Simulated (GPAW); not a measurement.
# MnS: a ladder in all numerical settings together, part 2 of 2

Two starts of MnS are run at each rung of all numerical settings together. Which rung is enough?

GPAW 26.7.0; PBE; plane waves with GPAW's PAW setups, scalar-relativistic.

So far, largest spin moment in the augmentation sphere (μB): step 2 (rung 1 (280 eV, mesh 4×4×4), start ferro ++) 3.98; step 3 (rung 1 (280 eV, mesh 2×4×4), start antiferro q=(1/2,1/2,1/2) +-+-) 4.01; step 4 (rung 2 (380 eV, mesh 4×4×4), start ferro ++) 4.03; step 5 (rung 2 (380 eV, mesh 2×4×4), start antiferro q=(1/2,1/2,1/2) +-+-) 4.05; step 6 (rung 3 (500 eV, mesh 6×6×6), start ferro ++) 4.07.

## 7. Rung 3 (500 eV, mesh 3×6×6), start antiferro q=(1/2,1/2,1/2) +-+-

order2.py reads:

```python
import json
import numpy as np
from ase import Atoms
from ase.parallel import paropen, parprint
from gpaw import GPAW

atoms = Atoms(['Mn', 'Mn', 'Mn', 'Mn', 'S', 'S', 'S', 'S'],
    cell=[[3.65999203, 2.11309738, 11.88368111],
         [0.0, 2.11309738, 11.88368111],
         [1.82999601, -1.05654869, 11.88368111]],
    scaled_positions=[[0.0, 0.0, 0.0],
         [0.5, 0.0, 0.0],
         [0.75, 0.5, 0.5],
         [0.25, 0.5, 0.5],
         [0.62500022, 0.74999955, 0.74999955],
         [0.12500022, 0.74999955, 0.74999955],
         [0.87499978, 0.25000045, 0.25000045],
         [0.37499978, 0.25000045, 0.25000045]],
    pbc=True,
    magmoms=[4.5, -4.5, 4.5, -4.5, 0.0, 0.0, 0.0, 0.0])
atoms.calc = GPAW(mode={'name': 'pw', 'ecut': 500},
    xc='PBE',
    kpts={'size': (3, 6, 6), 'gamma': True},
    occupations={'name': 'fermi-dirac', 'width': 0.1},
    convergence={'density': 1e-05, 'energy': 1e-05},
    maxiter=200,
    symmetry={'tolerance': 1e-4},
    txt='order2.txt')
e = atoms.get_potential_energy(force_consistent=True)
res = {'free_energy': e, 'energy_sigma0': atoms.get_potential_energy(), 'fermi_energy': atoms.calc.get_fermi_level()}
res['moments'] = atoms.get_magnetic_moments().tolist()
res['total'] = atoms.get_magnetic_moment()
parprint('site moments (muB):', np.round(res['moments'], 3))
parprint(f"total moment: {res['total']:.3f} muB")
parprint(f'free energy: {e:.6f} eV')
atoms.calc.write('order2.gpw')
with paropen('results.json', 'w') as f:
    json.dump(res, f)
```

Run with:

```sh
> OMP_NUM_THREADS=1 mpirun -n 2 gpaw python order2.py > order2.log
```

Standard output:

```text
UserWarning: The angles between your unit-cell vectors are 17.4, 16.9 and 16.9 degrees.  Results may be wrong!  Please Niggli-reduce your unit-cell so that the angles are closer to 90 degrees:

  from ase.build import niggli_reduce
  niggli_reduce(atoms)

[...]
|         35 |         5.502 |     1.000 |         5.502 |     1.000 |
[...]
|         45 |         8.445 |     0.000 |         8.445 |     0.000 |
|         46 |         8.447 |     0.000 |         8.447 |     0.000 |
|         47 |         8.539 |     0.000 |         8.539 |     0.000 |
|        ... |               |           |               |           |
|         54 |        11.464 |     0.000 |        11.464 |     0.000 |

No gap
No difference between direct/indirect transitions

[key lines of the parts left out:]
Free energy:     -58.950063
Converged in 13 steps
dipole moment: (-16.121086, -9.307513, -130.789337)  # |e|*Ang
Fermi level: 7.229
```

The job ended after 19 min (2 MPI ranks of Arm Neoverse V2, shared host; peak memory 2.3 GiB).

Read from the output:

* magnetization: 0 μB
* final state: antiferromagnetic
* largest moment: 4.104 μB

This start lies -50.8 meV a seeded atom from the first, a change of -24.4 meV since rung 2; its largest moment is 4.10 μB.

## 8. Rung 4 (700 eV, mesh 8×8×8), start ferro ++

order1.py reads:

```python
import json
import numpy as np
from ase import Atoms
from ase.parallel import paropen, parprint
from gpaw import GPAW

atoms = Atoms(['Mn', 'Mn', 'S', 'S'],
    cell=[[1.82999601, 1.05654869, 5.94184056],
         [-1.82999601, 1.05654869, 5.94184056],
         [0.0, -2.11309738, 5.94184056]],
    scaled_positions=[[0.0, 0.0, 0.0],
         [0.5, 0.5, 0.5],
         [0.74999955, 0.74999955, 0.74999955],
         [0.25000045, 0.25000045, 0.25000045]],
    pbc=True,
    magmoms=[4.5, 4.5, 0.0, 0.0])
atoms.calc = GPAW(mode={'name': 'pw', 'ecut': 700},
    xc='PBE',
    kpts={'size': (8, 8, 8), 'gamma': True},
    occupations={'name': 'fermi-dirac', 'width': 0.05},
    convergence={'density': 1e-05, 'energy': 1e-05},
    maxiter=200,
    symmetry={'tolerance': 1e-4},
    txt='order1.txt')
e = atoms.get_potential_energy(force_consistent=True)
res = {'free_energy': e, 'energy_sigma0': atoms.get_potential_energy(), 'fermi_energy': atoms.calc.get_fermi_level()}
res['moments'] = atoms.get_magnetic_moments().tolist()
res['total'] = atoms.get_magnetic_moment()
parprint('site moments (muB):', np.round(res['moments'], 3))
parprint(f"total moment: {res['total']:.3f} muB")
parprint(f'free energy: {e:.6f} eV')
atoms.calc.write('order1.gpw')
with paropen('results.json', 'w') as f:
    json.dump(res, f)
```

Run with:

```sh
> OMP_NUM_THREADS=1 mpirun -n 2 gpaw python order1.py > order1.log
```

Standard output:

```text
UserWarning: The angles between your unit-cell vectors are 33.7, 33.7 and 33.7 degrees.  Results may be wrong!  Please Niggli-reduce your unit-cell so that the angles are closer to 90 degrees:

  from ase.build import niggli_reduce
  niggli_reduce(atoms)

[...]
|         15 |         3.997 |     1.000 |         5.609 |     1.000 |
[...]
|         25 |         7.893 |     0.000 |        10.605 |     0.000 |
|         26 |         9.177 |     0.000 |        10.678 |     0.000 |
|         27 |        10.072 |     0.000 |        10.678 |     0.000 |
|        ... |               |           |               |           |
|         33 |        19.659 |     0.000 |        21.375 |     0.000 |

No gap
No difference between direct/indirect transitions

[key lines of the parts left out:]
Free energy:     -29.359234
Converged in 12 steps
dipole moment: (0.000000, -0.000000, -39.265806)  # |e|*Ang
Fermi level: 7.393
```

Elapsed: 4 min, on 2 MPI ranks; peak memory 0.92 GiB.

This step gave:

```yaml
magnetization: 9.223 μB
final_state: ferromagnetic
largest_moment: 4.096 μB
```

The largest moment moves by +0.03 μB from rung 3, at 2.5 times its CPU time.

## 9. Rung 4 (700 eV, mesh 4×8×8), start antiferro q=(1/2,1/2,1/2) +-+-

order2.py is the script of step 7 with these lines changed:

```diff
@@ -20,6 +20,6 @@
     magmoms=[4.5, -4.5, 4.5, -4.5, 0.0, 0.0, 0.0, 0.0])
-atoms.calc = GPAW(mode={'name': 'pw', 'ecut': 500},
+atoms.calc = GPAW(mode={'name': 'pw', 'ecut': 700},
     xc='PBE',
-    kpts={'size': (3, 6, 6), 'gamma': True},
-    occupations={'name': 'fermi-dirac', 'width': 0.1},
+    kpts={'size': (4, 8, 8), 'gamma': True},
+    occupations={'name': 'fermi-dirac', 'width': 0.05},
     convergence={'density': 1e-05, 'energy': 1e-05},
```

Run with:

```sh
> OMP_NUM_THREADS=1 mpirun -n 2 gpaw python order2.py > order2.log
```

Standard output:

```text
UserWarning: The angles between your unit-cell vectors are 17.4, 16.9 and 16.9 degrees.  Results may be wrong!  Please Niggli-reduce your unit-cell so that the angles are closer to 90 degrees:

  from ase.build import niggli_reduce
  niggli_reduce(atoms)

UserWarning: The angles between your unit-cell vectors are 17.4, 16.9 and 16.9 degrees.  Results may be wrong!  Please Niggli-reduce your unit-cell so that the angles are closer to 90 degrees:

  from ase.build import niggli_reduce
  niggli_reduce(atoms)

--- order2.txt ---
Input parameters:
  mode=PW(ecut=700),
[...]
Reference energy: -169486.831881  # eV

convergence criteria:
- Maximum integral of absolute [dens]ity change: 1e-05 electrons / valence electron
- Maximum [total energy] change in last 3 cyles: 1e-05 eV / valence electron
- Maximum integral of absolute [eigenst]ate change: 4e-08 eV^2 / valence electron
maximum number of iterations: 200

SCF iterations
|iter     |      energy | eigst |  dens |  magmom |
|---------|-------------|-------|-------|---------|
|iter:   1|       0s |  -58.960928 | +0.40 |       |  +0.0000|
|iter:   2|     267s |  -59.040622 | -0.88 | -1.16 |  +0.0000|
|iter:   3|     532s |  -58.884112 | -1.25 | -1.21 |  -0.0000|
|iter:   4|     791s |  -58.934893 | -1.81 | -1.56 |  -0.0000|
```

It took 21 min on 2 MPI ranks; peak memory 4 GiB.

The run was cut off at its time limit.

The skewed cell forces a large grid; a reduced cell would run far faster.

## 10. Side by side

Ladder, by row:

| rung | cutoff (eV) | mesh | smearing (eV) | state from the first start | state from the second start | second less first (meV a seeded atom) | moment, first (μB) | moment, second (μB) | CPU time (s) |
| --- | --- | --- | --- | --- | --- | --- | --- | --- | --- |
| 1 | 280 | 4x4x4 | 0.2 | ferromagnetic | antiferromagnetic | -20.4 | 3.983 | 4.009 | 503.9 |
| 2 | 380 | 4x4x4 | 0.15 | ferromagnetic | antiferromagnetic | -26.46 | 4.025 | 4.052 | 633.9 |
| 3 | 500 | 6x6x6 | 0.1 | ferromagnetic | antiferromagnetic | -50.84 | 4.068 | 4.104 | 2508 |

## 11. What came out

- range of the moment in the table, second start: 4.01 to 4.10 μB
- range of CPU time: 8.4 min to 42 min
- range of the energy difference: -50.8 to -20.4 meV a seeded atom

In words: Only the last rung can serve as the reference, and the rung before it is still 24 meV away, so convergence is not shown. The second start ends lower on every rung of the table; whether functional and cell give the true order is another question. The largest step comes last, so convergence is not shown. Rung 4 gave no pair of finished runs and is missing from the table.

[Long decimals in the printed logs are rounded to 6 places.]

[Logs and program files are shortened in this print: banners, set-up blocks, solver, clock and traceback lines can be left out without a mark of their own.]

[Logs are printed without paths, hosts, clocks, repeated set-up lines and the standing remarks that a program may print on its own settings, such as how far it seeks lower states.]

[Hosts, paths, dates, database ids (printed as entryN), source tags and the programs' standing remarks are cut or masked in the printed files.]

[Where the starting crystal was built by hand or by swapping elements, it need not be the compound's stable phase.]

[Where a cell is said to come from a database of computed structures, the database is the Materials Project.]

[Runs that the program refused, that were killed for memory or that had too few empty states are not shown or counted.]

[Lattice constants of own cells that a recipe calls measured were typed without a cited source.]
